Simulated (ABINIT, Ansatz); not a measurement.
# Quasiparticle gap of MgZrF6 (Fm-3m) in ABINIT, part 2 of 3

Aim: the G0W0 gap of MgZrF6 (Fm-3m) on LDA, step by step.

ABINIT 10.8.3; LDA and many-body steps on it, plane waves. Known limits of the many-body steps: not at the basis limit; no spin-orbit coupling; coarse k mesh.

So far. Step 2 (Ground state): The gap is direct, at Γ.

**3. Bands along the symmetry lines**

Level of this step: DFT, LDA, plane waves, norm-conserving pseudopotentials (ABINIT).

Levels along a band path, at the cheap level, show where the edges lie and whether the meshes to come will hold them.

Input file run.abi:

```
acell 3*1.0 Angstrom
rprim 
  0.000000000000 3.988016550000 3.988016550000
  3.988016550000 0.000000000000 3.988016550000
  3.988016550000 3.988016550000 -0.000000000000
ntypat 3
znucl 12 40 9
natom 8
typat 1 2 3 3 3 3 3 3
xred 
  0.500000000000 0.500000000000 0.500000000000
  0.000000000000 0.000000000000 0.000000000000
  0.747623080000 0.252376920000 0.252376920000
  0.252376920000 0.747623080000 0.747623080000
  0.252376920000 0.747623080000 0.252376920000
  0.747623080000 0.252376920000 0.747623080000
  0.252376920000 0.252376920000 0.747623080000
  0.747623080000 0.747623080000 0.252376920000
pp_dirpath "pseudos"
pseudos "Mg.upf, Zr.upf, F.upf"
ecut 38
iscf -2
irdden 1
kptopt 0
nkpt 26
kpt 
  0.00000000 0.00000000 0.00000000
  0.12500000 0.00000000 0.12500000
  0.25000000 0.00000000 0.25000000
  0.37500000 0.00000000 0.37500000
  0.50000000 0.00000000 0.50000000
  0.53125000 0.06250000 0.53125000
  0.56250000 0.12500000 0.56250000
  0.59375000 0.18750000 0.59375000
  0.62500000 0.25000000 0.62500000
  0.37500000 0.37500000 0.75000000
  0.28125000 0.28125000 0.56250000
  0.18750000 0.18750000 0.37500000
  0.09375000 0.09375000 0.18750000
  0.00000000 0.00000000 0.00000000
  0.12500000 0.12500000 0.12500000
  0.25000000 0.25000000 0.25000000
  0.37500000 0.37500000 0.37500000
  0.50000000 0.50000000 0.50000000
  0.50000000 0.43750000 0.56250000
  0.50000000 0.37500000 0.62500000
  0.50000000 0.31250000 0.68750000
  0.50000000 0.25000000 0.75000000
  0.50000000 0.18750000 0.68750000
  0.50000000 0.12500000 0.62500000
  0.50000000 0.06250000 0.56250000
  0.50000000 0.00000000 0.50000000
istwfk *1
nband 39
nbdbuf 2
tolwfr 1e-08
nstep 40
prtwf 0
prtvol 0
indata_prefix "in"
outdata_prefix "out"
tmpdata_prefix "tmp"
```

Started as:

```console
> OMP_NUM_THREADS=1 mpirun -n 4 abinit run.abi > log
```

Numbers of over 12 decimals in the logs are rounded to 6 here.

Log:

```text
.Version 10.8.3 of ABINIT. v10.8.2 released Aug 2026.

 Symmetries : space group Fm -3 m (#225); Bravais cF (face-center cubic)
[... echo of the input left out ...]
== DATASET  1 ==================================================================
-   mpi_nproc: 4, omp_nthreads: 1 (-1 if OMP is not activated)

--- !DatasetInfo
iteration_state: {dtset: 1, }
dimensions: {natom: 8, nkpt: 26, mband: 39, nsppol: 1, nspinor: 1, nspden: 1, mpw: 9620, }
cutoff_energies: {ecut:  38.0, pawecutdg:  -1.0, }
electrons: {nelect:   6.40000000E+01, charge:   0.00000000E+00, occopt:   1.00000000E+00, tsmear:   1.00000000E-02, }

 Real(R)+Recip(G) space primitive vectors, cartesian coordinates (Bohr,Bohr^-1):
 R(1)=  0.0000000  7.5362591  7.5362591  G(1)= -0.0663459  0.0663459  0.0663459
 R(2)=  7.5362591  0.0000000  7.5362591  G(2)=  0.0663459 -0.0663459  0.0663459
 R(3)=  7.5362591  7.5362591  0.0000000  G(3)=  0.0663459  0.0663459 -0.0663459
 Unit cell volume ucvol=  8.5604669E+02 bohr^3
 Angles (23,13,12)=  6.00000000E+01  6.00000000E+01  6.00000000E+01 degrees

 getcut: wavevector=  0.0000  0.0000  0.0000  ngfft=  60  60  60
         ecut(hartree)=     38.000   => boxcut(ratio)=   2.02873

--- Pseudopotential description ------------------------------------------------
- Mg Generated using ONCVPSP code by D. R. Hamann
- 12.00000  10.00000  180309                  znucl, zion, pspdat
12 -1012 1 -1 1510                            pspcod,pspxc,lmax,lloc,mmax
     nproj     2     2     0
  pspatm : epsatm=    9.23542517
         --- l  ekb(1:nproj) -->
             0    2.239033   -0.828749
             1   -6.545315   -2.523783
 pspatm: atomic psp has been read  and splines computed

- Zr Generated using ONCVPSP code by D. R. Hamann
- 40.00000  12.00000  180309                  znucl, zion, pspdat
12 -1012 2 -1 1584                            pspcod,pspxc,lmax,lloc,mmax
     nproj     2     2     2
  pspatm : epsatm=   18.87515418
         --- l  ekb(1:nproj) -->
             0   10.575223    0.893982
[...]
pspatm: atomic psp has been read  and splines computed

- F Generated using ONCVPSP code by D. R. Hamann
-  9.00000   7.00000  201202                  znucl, zion, pspdat
12 -1012 2 -1 824                             pspcod,pspxc,lmax,lloc,mmax
     nproj     2     2     1
  pspatm : epsatm=    4.94580260
         --- l  ekb(1:nproj) -->
[...]
2   -2.364936
 pspatm: atomic psp has been read  and splines computed

--------------------------------------------------------------------------------

================================================================================
 prteigrs : about to open file out_EIG
 Non-SCF case, kpt    1 (  0.00000  0.00000  0.00000), residuals and eigenvalues=
  6.83E-09  4.98E-09  2.47E-09  5.13E-09  7.65E-09  1.62E-09  4.61E-09  6.15E-09
[...]
--- !ResultsGS
iteration_state: {dtset: 1, }
comment   : Summary of ground state results
lattice_vectors:
- [  0.0000000,   7.5362591,   7.5362591, ]
- [  7.5362591,   0.0000000,   7.5362591, ]
- [  7.5362591,   7.5362591,  -0.0000000, ]
lattice_lengths: [  10.65788,   10.65788,   10.65788, ]
lattice_angles: [ 60.000,  60.000,  60.000, ] # degrees, (23, 13, 12)
lattice_volume:   8.5604669E+02
convergence: {deltae:  0.000E+00, res2:  0.000E+00, residm:  9.950E-09, diffor:  0.000E+00, }
etotal    :  -2.57994544E+02
entropy   :   0.00000000E+00
fermie    :  -8.82849994E-02
cartesian_stress_tensor: null
pressure_GPa: null
xred      :
- [  5.0000E-01,   5.0000E-01,   5.0000E-01, Mg]
- [  0.0000E+00,   0.0000E+00,   0.0000E+00, Zr]
- [  7.4762E-01,   2.5238E-01,   2.5238E-01,  F]
- [  2.5238E-01,   7.4762E-01,   7.4762E-01,  F]
- [  2.5238E-01,   7.4762E-01,   2.5238E-01,  F]
- [  7.4762E-01,   2.5238E-01,   7.4762E-01,  F]
- [  2.5238E-01,   2.5238E-01,   7.4762E-01,  F]
- [  7.4762E-01,   7.4762E-01,   2.5238E-01,  F]
cartesian_forces: null
force_length_stats: {min: null, max: null, mean: null, }

 Integrated electronic density in atomic spheres:
 ------------------------------------------------
 Atom  Sphere_radius  Integrated_density
[...]
================================================================================

 ----iterations are completed or convergence reached----

 Mean square residual over all n,k,spin=   52.177E-10; max=  99.496E-10
 reduced coordinates (array xred) for    8 atoms
[...]
0.252376920000      0.252376920000      0.747623080000
       0.747623080000      0.747623080000      0.252376920000

 cartesian coordinates (angstrom) at end:
    1      3.988017     3.988017     3.988017
    2      0.000000     0.000000     0.000000
    3      2.012967     3.988017     3.988017
[...]
7      3.988017     3.988017     2.012967
    8      3.988017     3.988017     5.963066
 length scales=  1.889726125908  1.889726125908  1.889726125908 bohr
              =  1.000000000000  1.000000000000  1.000000000000 angstroms
 prteigrs : about to open file out_EIG
 Eigenvalues (hartree) for nkpt=  26  k points:
 kpt#   1, nband= 39, wtk=  1.00000, kpt=  0.0000  0.0000  0.0000 (reduced coord)
[...]
kpt#   2, nband= 39, wtk=  1.00000, kpt=  0.1250  0.0000  0.1250 (reduced coord)
[...]
kpt#   3, nband= 39, wtk=  1.00000, kpt=  0.2500  0.0000  0.2500 (reduced coord)
[...]
kpt#  25, nband= 39, wtk=  1.00000, kpt=  0.5000  0.0625  0.5625 (reduced coord)
[...]
0.16353    0.17134    0.17165    0.25332    0.28700    0.31291    0.33824
 kpt#  26, nband= 39, wtk=  1.00000, kpt=  0.5000  0.0000  0.5000 (reduced coord)
[...]
-0.17735   -0.17616   -0.15643   -0.15643   -0.15465   -0.14248   -0.14248   -0.12833
  -0.12320   -0.12320   -0.12045   -0.12045   -0.11562   -0.10983   -0.10983   -0.08847
   0.16319    0.17165    0.17165    0.25166    0.28585    0.31330    0.33583

== END DATASET(S) ==============================================================
================================================================================

 -outvars: echo values of variables after computation  --------
            nband          39
             nkpt          26
          spgroup         225
 [... the other variables as echoed above ...]

 Calculation completed.
```

Elapsed: 56 s, on 4 MPI ranks of Arm Neoverse V2, shared host; peak memory 0.48 GiB.

Numbers from this step:

- gap: 6.824 eV
- k of the valence top: 0, 0, 0
- k of the conduction bottom: 0, 0, 0
- least direct gap: 6.824 eV

The gap is 6.824 eV, as in the run before at this level.

Electronic bands along the path, in eV, zero at the top of the highest filled band:

```tsv
point	band 29	band 30	band 31	band 32	band 33	band 34	band 35	band 36
Γ	-0.61	0.00	0.00	0.00	6.82	6.82	6.82	7.48
halfway	-0.61	-0.26	-0.26	0.00	6.83	6.95	6.95	8.30
X	-0.74	-0.59	-0.59	0.00	6.84	7.07	7.07	9.25
halfway	-0.67	-0.64	-0.58	-0.04	6.86	7.06	7.07	9.34
U	-0.63	-0.56	-0.48	-0.12	6.90	7.03	7.05	9.57
jump to K	-0.63	-0.56	-0.48	-0.12	6.90	7.03	7.05	9.57
halfway	-0.48	-0.26	-0.18	-0.12	6.88	6.93	6.93	8.43
Γ	-0.61	0.00	0.00	0.00	6.82	6.82	6.82	7.48
halfway	-0.53	-0.14	-0.14	-0.09	6.86	6.90	6.90	8.14
L	-0.44	-0.44	-0.34	-0.29	6.88	6.98	6.98	9.67
halfway	-0.58	-0.54	-0.28	-0.27	6.93	6.97	7.02	9.76
W	-0.79	-0.79	-0.25	-0.25	6.96	6.96	7.07	9.64
halfway	-0.68	-0.65	-0.53	-0.07	6.88	7.04	7.07	9.42
X	-0.74	-0.59	-0.59	0.00	6.84	7.07	7.07	9.25
```

**4. Empty states on the mesh, 2×2×2 mesh, 102 bands**

The sums over transitions need many empty states on a uniform mesh; this step solves for them.

Input file run.abi:

```
acell 3*1.0 Angstrom
rprim 
  0.000000000000 3.988016550000 3.988016550000
  3.988016550000 0.000000000000 3.988016550000
  3.988016550000 3.988016550000 -0.000000000000
ntypat 3
znucl 12 40 9
natom 8
typat 1 2 3 3 3 3 3 3
xred 
  0.500000000000 0.500000000000 0.500000000000
  0.000000000000 0.000000000000 0.000000000000
  0.747623080000 0.252376920000 0.252376920000
  0.252376920000 0.747623080000 0.747623080000
  0.252376920000 0.747623080000 0.252376920000
  0.747623080000 0.252376920000 0.747623080000
  0.252376920000 0.252376920000 0.747623080000
  0.747623080000 0.747623080000 0.252376920000
pp_dirpath "pseudos"
pseudos "Mg.upf, Zr.upf, F.upf"
ecut 38
ngkpt 2 2 2
nshiftk 1
shiftk 0 0 0
kptopt 1
chksymbreak 0
iscf -2
irdden 1
istwfk *1
nband 102
nbdbuf 8
tolwfr 1e-09
nstep 60
prtvol 0
indata_prefix "in"
outdata_prefix "out"
tmpdata_prefix "tmp"
```

Log:

```text
.Version 10.8.3 of ABINIT. v10.8.2 released Aug 2026.

 Symmetries : space group Fm -3 m (#225); Bravais cF (face-center cubic)
[... echo of the input left out ...]
== DATASET  1 ==================================================================
-   mpi_nproc: 4, omp_nthreads: 1 (-1 if OMP is not activated)
-    --> not optimal distribution: autoparal keyword recommended in input file <--

--- !DatasetInfo
iteration_state: {dtset: 1, }
dimensions: {natom: 8, nkpt: 3, mband: 102, nsppol: 1, nspinor: 1, nspden: 1, mpw: 9608, }
cutoff_energies: {ecut:  38.0, pawecutdg:  -1.0, }
electrons: {nelect:   6.40000000E+01, charge:   0.00000000E+00, occopt:   1.00000000E+00, tsmear:   1.00000000E-02, }

 Real(R)+Recip(G) space primitive vectors, cartesian coordinates (Bohr,Bohr^-1):
 R(1)=  0.0000000  7.5362591  7.5362591  G(1)= -0.0663459  0.0663459  0.0663459
 R(2)=  7.5362591  0.0000000  7.5362591  G(2)=  0.0663459 -0.0663459  0.0663459
 R(3)=  7.5362591  7.5362591  0.0000000  G(3)=  0.0663459  0.0663459 -0.0663459
 Unit cell volume ucvol=  8.5604669E+02 bohr^3
 Angles (23,13,12)=  6.00000000E+01  6.00000000E+01  6.00000000E+01 degrees

 getcut: wavevector=  0.0000  0.0000  0.0000  ngfft=  60  60  60
         ecut(hartree)=     38.000   => boxcut(ratio)=   2.02873

--- Pseudopotential description ------------------------------------------------
- Mg Generated using ONCVPSP code by D. R. Hamann
- 12.00000  10.00000  180309                  znucl, zion, pspdat
12 -1012 1 -1 1510                            pspcod,pspxc,lmax,lloc,mmax
     nproj     2     2     0
  pspatm : epsatm=    9.23542517
         --- l  ekb(1:nproj) -->
             0    2.239033   -0.828749
             1   -6.545315   -2.523783
 pspatm: atomic psp has been read  and splines computed

- Zr Generated using ONCVPSP code by D. R. Hamann
- 40.00000  12.00000  180309                  znucl, zion, pspdat
12 -1012 2 -1 1584                            pspcod,pspxc,lmax,lloc,mmax
     nproj     2     2     2
  pspatm : epsatm=   18.87515418
         --- l  ekb(1:nproj) -->
             0   10.575223    0.893982
[...]
pspatm: atomic psp has been read  and splines computed

- F Generated using ONCVPSP code by D. R. Hamann
-  9.00000   7.00000  201202                  znucl, zion, pspdat
12 -1012 2 -1 824                             pspcod,pspxc,lmax,lloc,mmax
     nproj     2     2     1
  pspatm : epsatm=    4.94580260
         --- l  ekb(1:nproj) -->
[...]
2   -2.364936
 pspatm: atomic psp has been read  and splines computed

--------------------------------------------------------------------------------

================================================================================
 prteigrs : about to open file out_EIG
 Non-SCF case, kpt    1 (  0.00000  0.00000  0.00000), residuals and eigenvalues=
[...]
3.03E-10  5.78E-10  6.01E-10  2.75E-10  6.23E-10  7.14E-10  4.97E-10  3.46E-10
  7.41E-10  1.57E-10  1.84E-10  4.73E-10  2.20E-10  3.65E-10  6.48E-10  1.11E-10
[...]
2.89E-10  9.55E-10  2.61E-10  7.48E-10  2.08E-05  7.42E-05
 -2.6471E+00 -1.7759E+00 -1.4505E+00 -1.4505E+00 -1.4505E+00 -9.9025E-01
 -9.9025E-01 -9.9025E-01 -8.1330E-01 -8.0030E-01 -8.0030E-01 -7.7156E-01
[...]
1.2695E+00  1.2695E+00  1.2914E+00  1.2914E+00  1.4406E+00  1.4413E+00
 prteigrs : prtvol=0 or 1, do not print more k-points.

--- !ResultsGS
iteration_state: {dtset: 1, }
comment   : Summary of ground state results
lattice_vectors:
- [  0.0000000,   7.5362591,   7.5362591, ]
- [  7.5362591,   0.0000000,   7.5362591, ]
- [  7.5362591,   7.5362591,  -0.0000000, ]
lattice_lengths: [  10.65788,   10.65788,   10.65788, ]
lattice_angles: [ 60.000,  60.000,  60.000, ] # degrees, (23, 13, 12)
lattice_volume:   8.5604669E+02
convergence: {deltae:  0.000E+00, res2:  0.000E+00, residm:  9.952E-10, diffor:  0.000E+00, }
etotal    :  -2.57994544E+02
entropy   :   0.00000000E+00
fermie    :  -8.82849994E-02
cartesian_stress_tensor: null
pressure_GPa: null
xred      :
- [  5.0000E-01,   5.0000E-01,   5.0000E-01, Mg]
- [  0.0000E+00,   0.0000E+00,   0.0000E+00, Zr]
- [  7.4762E-01,   2.5238E-01,   2.5238E-01,  F]
- [  2.5238E-01,   7.4762E-01,   7.4762E-01,  F]
- [  2.5238E-01,   7.4762E-01,   2.5238E-01,  F]
- [  7.4762E-01,   2.5238E-01,   7.4762E-01,  F]
- [  2.5238E-01,   2.5238E-01,   7.4762E-01,  F]
- [  7.4762E-01,   7.4762E-01,   2.5238E-01,  F]
cartesian_forces: null
force_length_stats: {min: null, max: null, mean: null, }

 Integrated electronic density in atomic spheres:
 ------------------------------------------------
 Atom  Sphere_radius  Integrated_density
[...]
================================================================================

 ----iterations are completed or convergence reached----

 Mean square residual over all n,k,spin=   48.379E-11; max=  99.524E-11
 reduced coordinates (array xred) for    8 atoms
[...]
0.252376920000      0.252376920000      0.747623080000
       0.747623080000      0.747623080000      0.252376920000

 cartesian coordinates (angstrom) at end:
    1      3.988017     3.988017     3.988017
    2      0.000000     0.000000     0.000000
    3      2.012967     3.988017     3.988017
[...]
7      3.988017     3.988017     2.012967
    8      3.988017     3.988017     5.963066
 length scales=  1.889726125908  1.889726125908  1.889726125908 bohr
              =  1.000000000000  1.000000000000  1.000000000000 angstroms
 prteigrs : about to open file out_EIG
 Eigenvalues (hartree) for nkpt=   3  k points:
 kpt#   1, nband=102, wtk=  0.12500, kpt=  0.0000  0.0000  0.0000 (reduced coord)
[...]
1.15206    1.15206    1.15206    1.15565    1.15565    1.15565    1.20070    1.21027
   1.21027    1.21027    1.22298    1.22298    1.26471    1.26471    1.26471    1.26945
   1.26945    1.26945    1.29145    1.29145    1.44060    1.44129
 prteigrs : prtvol=0 or 1, do not print more k-points.

== END DATASET(S) ==============================================================
================================================================================

 -outvars: echo values of variables after computation  --------
            nband         102
             nkpt           3
          spgroup         225
 [... the other variables as echoed above ...]

 Calculation completed.
```

Wall time 29 s (4 MPI ranks); peak memory 0.4 GiB.

This step gave:

| Item | Value |
| --- | --- |
| gap | 6.824 eV |
| k of the valence top | 0, 0, 0 |
| k of the conduction bottom | 0, 0, 0 |
| least direct gap | 6.824 eV |
| k points computed | 3 |
| lowest point of the top converged band, above the valence top | 36.82 eV |

On this mesh the gap is 6.824 eV.

**5. Screening, 2×2×2 mesh, 94 bands, screening to 98 eV**

The RPA dielectric matrix is built and inverted for each q.

This step: RPA screening on LDA, plane waves, norm-conserving pseudopotentials.

run.abi, as its differences from that of step 4:

```diff
@@ -26,10 +26,11 @@
 chksymbreak 0
-iscf -2
-irdden 1
 istwfk *1
-nband 102
-nbdbuf 8
-tolwfr 1e-09
-nstep 60
-prtvol 0
+occopt 1
+irdwfk 1
+optdriver 3
+nband 94
+ecuteps 3.6
+inclvkb 2
+awtr 1
+symchi 1
 indata_prefix "in"
```

Log:

```text
.Version 10.8.3 of ABINIT. v10.8.2 released Aug 2026.

 Symmetries : space group Fm -3 m (#225); Bravais cF (face-center cubic)
[... echo of the input left out ...]
== DATASET  1 ==================================================================
-   mpi_nproc: 4, omp_nthreads: 1 (-1 if OMP is not activated)

--- !DatasetInfo
iteration_state: {dtset: 1, }
dimensions: {natom: 8, nkpt: 3, mband: 94, nsppol: 1, nspinor: 1, nspden: 1, mpw: 9608, }
cutoff_energies: {ecut:  38.0, pawecutdg:  -1.0, }
electrons: {nelect:   6.40000000E+01, charge:   0.00000000E+00, occopt:   1.00000000E+00, tsmear:   1.00000000E-02, }

 SCREENING: Calculation of the susceptibility and dielectric matrices

 Based on a program developped by R.W. Godby, V. Olevano, G. Onida, and L. Reining.
 Incorporated in ABINIT by V. Olevano, G.-M. Rignanese, and M. Torrent.
.Using double precision arithmetic ; gwpc =  8

[... cell and pseudopotentials left out ...]
--------------------------------------------------------------------------------

 ==== K-mesh for the wavefunctions ====
 Number of points in the irreducible wedge :     3
[... list of points left out ...]
 Together with 48 symmetry operations and time-reversal symmetry
 yields     8 points in the full Brillouin Zone.

 ==== Q-mesh for the screening function ====
 Number of points in the irreducible wedge :     3
[... list of points left out ...]
 Together with 48 symmetry operations and time-reversal symmetry
 yields     8 points in the full Brillouin Zone.

 setmesh: FFT mesh size selected  =    40x   40x   40
          total number of points  =        64000

 vcoul_init : cutoff-mode = AUXILIARY_FUNCTION
 q-points for optical limit:   1
     1)      0.000010    0.000020    0.000030

- screening: taking advantage of time-reversal symmetry
- Maximum band index for partially occupied states nbvw = 32
- Remaining bands to be divided among processors   nbcw = 62
- Number of bands treated by each node ~15

 Number of electrons calculated from density =   64.0000; Expected =   64.0000
 average of density, n =  0.074762
 r_s =    1.4726
 omega_plasma =   26.3753 [eV]

 calculating chi0 at frequencies [eV] :
  1    0.000000E+00    0.000000E+00
  2    0.000000E+00    2.637527E+01

--------------------------------------------------------------------------------
  q-point number  1        q = ( 0.000000, 0.000000, 0.000000) [r.l.u.]
--------------------------------------------------------------------------------
[... chi0 elements left out ...]
 For q-point:  0.000010 0.000020 0.000030
  dielectric constant =   1.9860
  dielectric constant without local fields =   2.1760

  Average fulfillment of the sum rule on Im[epsilon] for q-point    1 :     30.55  [%]
[... wings left out ...]
  q-point number  2        q = ( 0.500000, 0.000000, 0.000000) [r.l.u.]
--------------------------------------------------------------------------------
[... chi0 elements left out ...]
  Average fulfillment of the sum rule on Im[epsilon] for q-point    2 :     36.33  [%]

 [... 1 further q-points ...]
```

The job ended after 17 s (4 MPI ranks; peak memory 1.4 GiB; 69 s of CPU time).

This step gave:

| Item | Value |
| --- | --- |
| ε∞ with local fields, on this mesh, along the program's q direction | 1.986 |
| the same without local fields | 2.176 |
| plasma frequency | 26.38 eV |
| plane waves in the screening matrix | 283 |

Local fields lower ε∞ by 9 %. On a Γ-centred mesh this coarse the value itself is usually too large, while a short band sum pulls it down.

(Continued in part 3 of 3.)

[Paths, hosts, dates, memory and timing lines, banners, echoed tables and standing remarks are left out of the program output.]

[Logs are printed without paths, hosts, clocks, repeated set-up lines and the standing remarks that a program may print on its own settings, such as how far it seeks lower states.]

[Runs of the session that timed out or met a known fault of the program may be left out.]

[Hosts, paths, dates, database ids (printed as entryN), source tags and the programs' standing remarks are cut or masked in the printed files.]

[G0W0 gaps are taken among the corrected bands and points alone; a level outside them can change the order at an edge.]

[Where Ansatz stands beside ABINIT at settings called matched, ABINIT's density can come from a denser mesh and the files from another edition; pairs whose starting gaps differed by over 0.03 eV were left out, so agreement reads better than it is.]
